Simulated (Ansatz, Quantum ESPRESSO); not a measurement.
# antimonene, 1 layer: biaxial strain by an ASE script, part 2 of 2

How do the band edges of antimonene, 1 layer move against the vacuum when the sheet is stretched?

Quantum ESPRESSO 7.5; plane-wave DFT, PBE, GBRV ultrasoft pseudopotentials; geometry by Ansatz 0.2.0 with PAW datasets.

So far: Starting point; Geometry from Ansatz.

**3. Running the series**

Under ESM bc1 levels count from the vacuum, or from the mean of the two vacuum levels where the sheet has a dipole, so band edges at unlike strains can be compared.

Level of this step: plane-wave DFT, PBE, GBRV ultrasoft pseudopotentials (Quantum ESPRESSO 7.5).

run.py reads:

```python
import json
import numpy as np
from ase import Atoms
from ase.calculators.espresso import Espresso, EspressoProfile

profile = EspressoProfile(command='mpirun -n 2 pw.x -nk 2', pseudo_dir='../pseudo')
pseudopotentials = {'Sb': 'sb_pbe_v1.4.uspp.F.UPF'}
system = {'ecutwfc': 40, 'ecutrho': 200, 'occupations': 'smearing', 'smearing': 'fd', 'degauss': 0.002}


def calculator(name, kpts, **extra):
    data = dict(control=dict(tprnfor=True, verbosity='high', disk_io='none'),
                system=system | extra,
                electrons=dict(conv_thr=1e-09, mixing_beta=0.4, mixing_mode='plain',
                               electron_maxstep=100))
    return Espresso(profile=profile, directory=name, pseudopotentials=pseudopotentials, kpts=kpts, input_data=data)


def centre(atoms):
    z = atoms.positions[:, 2]
    atoms.positions[:, 2] -= (z.max() + z.min()) / 2  # ESM wants the slab about z = 0
    return atoms

sheet = Atoms(
    ['Sb', 'Sb'],
    scaled_positions=[
        [0.6666666667, 0.3333333333, 0.4509247502],
        [0.3333333333, 0.6666666667, 0.5490752498]],
    cell=[
        [4.122396335763, 0.000000000000, 0.000000000000],
        [-2.061198167882, 3.570099951239, 0.000000000000],
        [0.000000000000, 0.000000000000, 16.650000000000]],
    pbc=True)

rows = []
for strain in [-0.03, -0.015, 0.0, 0.015, 0.03]:
    atoms = sheet.copy()
    atoms.set_cell(sheet.cell.array * [[1 + strain], [1 + strain], [1]], scale_atoms=True)
    atoms = centre(atoms)
    atoms.calc = calculator(f's{strain:+.3f}', (12, 12, 1), assume_isolated='esm', esm_bc='bc1', nbnd=19)
    energy = atoms.get_potential_energy()
    levels = np.array([atoms.calc.get_eigenvalues(kpt=i) for i in range(len(atoms.calc.get_ibz_k_points()))])
    top, bottom = levels[:, 14].max(), levels[:, 15].min()
    direct = (levels[:, 15] - levels[:, 14]).min()
    rows.append([strain, energy, top, bottom, direct])
    print(f'strain {strain:+.3f}: E = {energy:.5f} eV, valence top {top:.3f}, conduction bottom {bottom:.3f}, '
          f'gap {bottom - top:.3f}, least direct gap {direct:.3f} eV')

x, energy, top, bottom, direct = np.array(rows).T
area = np.linalg.norm(np.cross(*sheet.cell[:2]))
stiffness = np.polyfit(x, energy, 2)[0] / area * 16.0218  # C11 + C12, heights clamped
print(f'valence and conduction edges move by {np.polyfit(x, top, 1)[0]:.2f} and {np.polyfit(x, bottom, 1)[0]:.2f} eV per unit biaxial strain')
print(f'C11 + C12 with clamped heights: {stiffness:.1f} N/m')
json.dump(dict(rows=rows, stiffness=stiffness), open('result.json', 'w'))
```

Command:

```
OMP_NUM_THREADS=1 python run.py
```

What it wrote:

```text
strain -0.030: E = -5032.57767 eV, valence top -4.642, conduction bottom -3.524, gap 1.118, least direct gap 1.806 eV
strain -0.015: E = -5032.61181 eV, valence top -4.754, conduction bottom -3.532, gap 1.222, least direct gap 1.689 eV
strain +0.000: E = -5032.62292 eV, valence top -4.853, conduction bottom -3.540, gap 1.313, least direct gap 1.580 eV
strain +0.015: E = -5032.61362 eV, valence top -4.940, conduction bottom -3.548, gap 1.392, least direct gap 1.479 eV
strain +0.030: E = -5032.58619 eV, valence top -5.016, conduction bottom -3.629, gap 1.387, least direct gap 1.387 eV
valence and conduction edges move by -6.22 and -1.50 eV per unit biaxial strain
C11 + C12 with clamped heights: 49.6 N/m
```

The job ended after 5 min (2 MPI ranks of Arm Neoverse V1, shared host; peak memory 0.47 GiB).

The input that ASE wrote for the first run, and its log:

```
&CONTROL
   verbosity        = 'high'
   tprnfor          = .true.
   disk_io          = 'none'
   pseudo_dir       = '../pseudo'
/
&SYSTEM
   nbnd             = 19
   ecutwfc          = 40
   ecutrho          = 200
   occupations      = 'smearing'
   degauss          = 0.002
   smearing         = 'fd'
   assume_isolated  = 'esm'
   esm_bc           = 'bc1'
   ntyp             = 1
   nat              = 2
   ibrav            = 0
/
&ELECTRONS
   electron_maxstep = 100
   conv_thr         = 1e-09
   mixing_mode      = 'plain'
   mixing_beta      = 0.4
/
&IONS
/
&CELL
/
&FCP
/
&RISM
/
ATOMIC_SPECIES
Sb 121.76 sb_pbe_v1.4.uspp.F.UPF

K_POINTS automatic
12 12 1  0 0 0

CELL_PARAMETERS angstrom
3.99872444569011 0.00000000000000 0.00000000000000
-1.99936222284554 3.46299695270183 0.00000000000000
0.00000000000000 0.00000000000000 16.65000000000000

ATOMIC_POSITIONS angstrom
Sb 1.9993622230 1.1543323175 -0.8171029092  
Sb -0.0000000002 2.3086646352 0.8171029092
```

```text
Program PWSCF v.7.5 starts
[citation notice left out]

     Parallel version (MPI & OpenMP), running on       2 processor cores
     Number of MPI processes:                 2
     Threads/MPI process:                     1

     MPI processes distributed on     1 nodes
[... 1 line left out ...]

Warning: card &CELL ignored
Warning: card &FCP ignored
Warning: card &RISM ignored

     Current dimensions of program PWSCF are:
     Max number of different atomic species (ntypx) = 10
     Max number of k-points (npk) =  40000
     Max angular momentum in pseudopotentials (lmaxx) =  4
     Message from routine setup:
     using ibrav=0 with symmetry is DISCOURAGED, use correct ibrav instead

     K-points division:     npool     =       2
     Subspace diagonalization in iterative solution of the eigenvalue problem:
     a serial algorithm will be used

     G-vector sticks info
     --------------------
     sticks:   dense  smooth     PW     G-vecs:    dense   smooth      PW
     Sum         769     637    187                74193    53239    8571

     Using Slab Decomposition

     bravais-lattice index     =            0
     lattice parameter (alat)  =       7.5565  a.u.
     unit-cell volume          =    1555.9098 (a.u.)^3
     number of atoms/cell      =            2
     number of atomic types    =            1
     number of electrons       =        30.00
     number of Kohn-Sham states=           19
     kinetic-energy cutoff     =      40.0000  Ry
     charge density cutoff     =     200.0000  Ry
     scf convergence threshold =      1.0E-09
     mixing beta               =       0.4000
     number of iterations used =            8  plain     mixing
     Exchange-correlation=  SLA  PW   PBX  PBC
                           (   1   4   3   4   0   0   0)

     Effective Screening Medium Method
     =================================
     Boundary Conditions: Vacuum-Slab-Vacuum
     total charge in unit cell        =   0.0000
     grid points for fit at edges     =        4

[... 10 lines left out ...]
     PseudoPot. # 1 for Sb read from file:
     ../pseudo/sb_pbe_v1.4.uspp.F.UPF
     Pseudo is Ultrasoft + core correction, Zval = 15.0
     Generated by new atomic code, or converted to UPF format
     Using radial grid of  891 points,  6 beta functions with:
                l(1) =   0
                l(2) =   0
                l(3) =   1
                l(4) =   1
                l(5) =   2
                l(6) =   2
     Q(r) pseudized with  8 coefficients,  rinner =    1.350   1.350   1.350
                                                       1.350   1.350

     atomic species   valence    mass     pseudopotential
     Sb               15.00   121.76000     Sb( 1.00)

     12 Sym. Ops., with inversion, found

                                    s                        frac. trans.

      isym =  1     identity

[... 469 lines left out ...]

     iteration # 18     ecut=    40.00 Ry     beta= 0.40
[... 1 line left out ...]

---- Real-time Memory Report at c_bands before calling an iterative solver
           225 MiB given to the printing process from OS
           102 MiB allocation reported by mallinfo(arena+hblkhd)
[... 1 line left out ...]
------------------
     c_bands:  1 eigenvalues not converged
[... 1 line left out ...]

     negative rho (up, down):  2.250E-04 0.000E+00

[... 1 line left out ...]

     End of self-consistent calculation

          k = 0.0000 0.0000 0.0000 (  6705 PWs)   bands (ev):

   -33.4328 -33.4328 -33.3442 -33.3442 -33.3017 -33.2166 -33.2166 -33.1780
   -33.1232 -33.1232 -16.4945 -11.2171  -5.5904  -4.6420  -4.6420  -2.8363
    -1.7798  -1.7798  -0.4982

     occupation numbers
     1.0000   1.0000   1.0000   1.0000   1.0000   1.0000   1.0000   1.0000
     1.0000   1.0000   1.0000   1.0000   1.0000   1.0000   1.0000   0.0000
     0.0000   0.0000   0.0000

[... 144 lines left out ...]

     the Fermi energy is    -4.0873 ev

!    total energy              =    -369.88766873 Ry
     estimated scf accuracy    <          3.4E-10 Ry
     smearing contrib. (-TS)   =      -0.00000000 Ry
     internal energy E=F+TS    =    -369.88766873 Ry

     The total energy is F=E-TS. E is the sum of the following terms:
     one-electron contribution =     305.73574410 Ry
     hartree contribution      =    -151.78660157 Ry
     xc contribution           =     -88.07725336 Ry
     ewald contribution        =    -435.75955789 Ry

     convergence has been achieved in  18 iterations

     negative rho (up, down):  2.250E-04 0.000E+00

     Forces acting on atoms (cartesian axes, Ry/au):

     atom    1 type  1   force =     0.00000000    0.00000000   -0.01816333
     atom    2 type  1   force =     0.00000000    0.00000000    0.01816333
     The non-local contrib.  to forces
     atom    1 type  1   force =     0.00000000   -0.00000000    0.51159036
     atom    2 type  1   force =     0.00000000    0.00000000   -0.51159036
     The ionic contribution  to forces
     atom    1 type  1   force =    -0.00000000    0.00000000  -49.81113755
     atom    2 type  1   force =     0.00000000   -0.00000000   49.81113755
     The local contribution  to forces
     atom    1 type  1   force =    -0.00000003    0.00000001   49.27928653
     atom    2 type  1   force =     0.00000004   -0.00000001  -49.27929308
     The core correction contribution to forces
     atom    1 type  1   force =    -0.00000000    0.00000000    0.00220598
     atom    2 type  1   force =     0.00000000   -0.00000000   -0.00220598
     The Hubbard contrib.    to forces
     atom    1 type  1   force =     0.00000000    0.00000000    0.00000000
     atom    2 type  1   force =     0.00000000    0.00000000    0.00000000
     The SCF correction term to forces
     atom    1 type  1   force =     0.00000000   -0.00000000   -0.00011191
     atom    2 type  1   force =    -0.00000000    0.00000000    0.00011191

     Total force =     0.025687     Total SCF correction =     0.000158
     Message from routine punch:
     Nothing written, as per user request (disk_io='none')

[... 1 line left out ...]

[... 1 line left out ...]

[... 1 line left out ...]

[... 3 lines left out ...]

[... 1 line left out ...]

[... 2 lines left out ...]

[... 1 line left out ...]

[... 1 line left out ...]

=------------------------------------------------------------------------------=
   JOB DONE.
=------------------------------------------------------------------------------=
```

Numbers from this step:

```
biaxial stiffness : 49.61 N/m
```

Table of band edge from the vacuum level by biaxial strain:

| biaxial strain (%) | valence top (eV) | conduction bottom (eV) |
| --- | --- | --- |
| -3.00 | -4.64 | -3.52 |
| -1.50 | -4.75 | -3.53 |
| 0.00 | -4.85 | -3.54 |
| 1.50 | -4.94 | -3.55 |
| 3.00 | -5.02 | -3.63 |

Table of gap by biaxial strain:

| biaxial strain (%) | on the mesh (eV) | least direct (eV) |
| --- | --- | --- |
| -3.00 | 1.12 | 1.81 |
| -1.50 | 1.22 | 1.69 |
| 0.00 | 1.31 | 1.58 |
| 1.50 | 1.39 | 1.48 |
| 3.00 | 1.39 | 1.39 |

The energy over the lowest by biaxial strain:

| biaxial strain (%) | energy over the lowest (meV) |
| --- | --- |
| -3.00 | 45.2 |
| -1.50 | 11.1 |
| 0.00 | 0 |
| 1.50 | 9.30 |
| 3.00 | 36.7 |

**4. Running the series: LDA, GBRV ultrasoft**

Level of this step: plane-wave DFT, LDA, GBRV ultrasoft pseudopotentials (Quantum ESPRESSO 7.5).

run.py is the input of step 3 with these lines changed:

```diff
@@ -6,3 +6,3 @@
 profile = EspressoProfile(command='mpirun -n 2 pw.x -nk 2', pseudo_dir='../pseudo')
-pseudopotentials = {'Sb': 'sb_pbe_v1.4.uspp.F.UPF'}
+pseudopotentials = {'Sb': 'sb_lda_v1.4.uspp.F.UPF'}
 system = {'ecutwfc': 40, 'ecutrho': 200, 'occupations': 'smearing', 'smearing': 'fd', 'degauss': 0.002}
```

Command:

```
OMP_NUM_THREADS=1 python run.py
```

What it wrote:

```text
strain -0.030: E = -5021.88233 eV, valence top -4.886, conduction bottom -3.827, gap 1.058, least direct gap 1.688 eV
strain -0.015: E = -5021.87258 eV, valence top -4.994, conduction bottom -3.834, gap 1.161, least direct gap 1.574 eV
strain +0.000: E = -5021.84176 eV, valence top -5.090, conduction bottom -3.840, gap 1.250, least direct gap 1.467 eV
strain +0.015: E = -5021.79235 eV, valence top -5.173, conduction bottom -3.846, gap 1.328, least direct gap 1.369 eV
strain +0.030: E = -5021.72682 eV, valence top -5.246, conduction bottom -3.966, gap 1.280, least direct gap 1.280 eV
valence and conduction edges move by -6.01 and -1.93 eV per unit biaxial strain
C11 + C12 with clamped heights: 45.0 N/m
```

The job ended after 4.7 min (2 MPI ranks; peak memory 0.46 GiB).

Read from the output:

- biaxial stiffness: 44.98 N/m

The band edge from the vacuum level by biaxial strain:

| biaxial strain (%) | valence top (eV) | conduction bottom (eV) |
| --- | --- | --- |
| -3.00 | -4.89 | -3.83 |
| -1.50 | -4.99 | -3.83 |
| 0.00 | -5.09 | -3.84 |
| 1.50 | -5.17 | -3.85 |
| 3.00 | -5.25 | -3.97 |

The gap by biaxial strain:

| biaxial strain (%) | on the mesh (eV) | least direct (eV) |
| --- | --- | --- |
| -3.00 | 1.06 | 1.69 |
| -1.50 | 1.16 | 1.57 |
| 0.00 | 1.25 | 1.47 |
| 1.50 | 1.33 | 1.37 |
| 3.00 | 1.28 | 1.28 |

Table of energy over the lowest by biaxial strain:

| biaxial strain (%) | energy over the lowest (meV) |
| --- | --- |
| -3.00 | 0 |
| -1.50 | 9.75 |
| 0.00 | 40.6 |
| 1.50 | 90.0 |
| 3.00 | 156 |

**5. The script, with ecutwfc = 10**

Another try, with an input changed as a hurried user might.

Level of this step: plane-wave DFT, PBE, GBRV ultrasoft pseudopotentials (Quantum ESPRESSO 7.5).

run.py is the input of step 3 with these lines changed:

```diff
@@ -7,3 +7,3 @@
 pseudopotentials = {'Sb': 'sb_pbe_v1.4.uspp.F.UPF'}
-system = {'ecutwfc': 40, 'ecutrho': 200, 'occupations': 'smearing', 'smearing': 'fd', 'degauss': 0.002}
+system = {'ecutwfc': 10, 'ecutrho': 200, 'occupations': 'smearing', 'smearing': 'fd', 'degauss': 0.002}
 
@@ -14,3 +14,3 @@
                 electrons=dict(conv_thr=1e-09, mixing_beta=0.4, mixing_mode='plain',
-                               electron_maxstep=100))
+                               electron_maxstep=60))
     return Espresso(profile=profile, directory=name, pseudopotentials=pseudopotentials, kpts=kpts, input_data=data)
@@ -35,3 +35,3 @@
 rows = []
-for strain in [-0.03, -0.015, 0.0, 0.015, 0.03]:
+for strain in [-0.03, -0.015, 0.0]:
     atoms = sheet.copy()
```

Command:

```
OMP_NUM_THREADS=1 python run.py
```

What it wrote:

```text
strain -0.030: E = -4265.70837 eV, valence top -9.822, conduction bottom -9.822, gap 0.000, least direct gap 0.000 eV
strain -0.015: E = -4264.28104 eV, valence top -9.787, conduction bottom -9.787, gap 0.000, least direct gap 0.000 eV
strain +0.000: E = -4264.67322 eV, valence top -9.696, conduction bottom -9.696, gap 0.000, least direct gap 0.000 eV
valence and conduction edges move by 4.20 and 4.20 eV per unit biaxial strain
C11 + C12 with clamped heights: -4401.7 N/m
```

Elapsed: 41 s, on 2 MPI ranks; peak memory 0.36 GiB.

The run finished, but its numbers are not taken as the system's. The fault: a cutoff far too low.

Beside the run it was changed from:

| quantity | this run | unchanged run | difference |
| --- | --- | --- | --- |
| biaxial stiffness (N/m) | -4402 | 49.61 | -4451 |
| wall time (s) | 41 | 298 |  |
| SCF iterations | 60 | 104 |  |

The changed run covers the first three points of the series alone, which enters its fits and its time.

The physical values in this table move by up to 9e+03 %.

**6. Worked from the printed numbers**

Under equal strain ε in the plane, E = A (C11 + C12) ε². From the points at ±1.5 %: d²E/dε² = (11.11 + 9.30 − 2 × 0.00) meV / 0.015² = 91 eV, and 91/(2 × 14.717 Å²) × 16.02 = 49 N/m.

**7. What came out**

| Item | Value |
| --- | --- |
| C11 + C12, heights clamped, PBE, GBRV ultrasoft | 50 N/m |
| gap on the mesh at zero strain, PBE, GBRV ultrasoft | 1.31 eV |
| valence top below the vacuum at zero strain, PBE, GBRV ultrasoft | 4.85 eV |
| shift of the valence top per unit biaxial strain, PBE, GBRV ultrasoft | -6.2 eV |
| C11 + C12, heights clamped, LDA, GBRV ultrasoft | 45 N/m |
| gap on the mesh at zero strain, LDA, GBRV ultrasoft | 1.25 eV |
| valence top below the vacuum at zero strain, LDA, GBRV ultrasoft | 5.09 eV |
| shift of the valence top per unit biaxial strain, LDA, GBRV ultrasoft | -6.0 eV |

What this shows: The sheet's biaxial stiffness comes to 50 N/m and its gap at zero strain to 1.31 eV (PBE, GBRV ultrasoft). From −3 % to +3 % the gap on the mesh goes from 1.12 to 1.39 eV; it is direct at some strains and indirect at others. The conduction bottom bends along the series, so the script's straight-line slope describes it poorly. Heights are clamped under strain, which makes a sheet with several atomic planes too stiff. Zero strain is the PBE cell; under LDA the energy is lowest at or beyond the end of the range, so its stiffness is taken away from its own minimum. Semilocal gaps are too small. Spin-orbit coupling is left out; depending on the atoms that carry the levels of interest, it can split and shift them by tens to hundreds of meV.

[Logs are printed without paths, hosts, clocks, repeated set-up lines and the standing remarks that a program may print on its own settings, such as how far it seeks lower states.]

[Hosts, paths, dates, database ids (printed as entryN), source tags and the programs' standing remarks are cut or masked in the printed files.]

[Maps of the electrostatic potential energy from Ansatz leave out the sawtooth potential of an applied field or a dipole correction, so their vacuum need not be flat; planar profiles and work functions include it.]
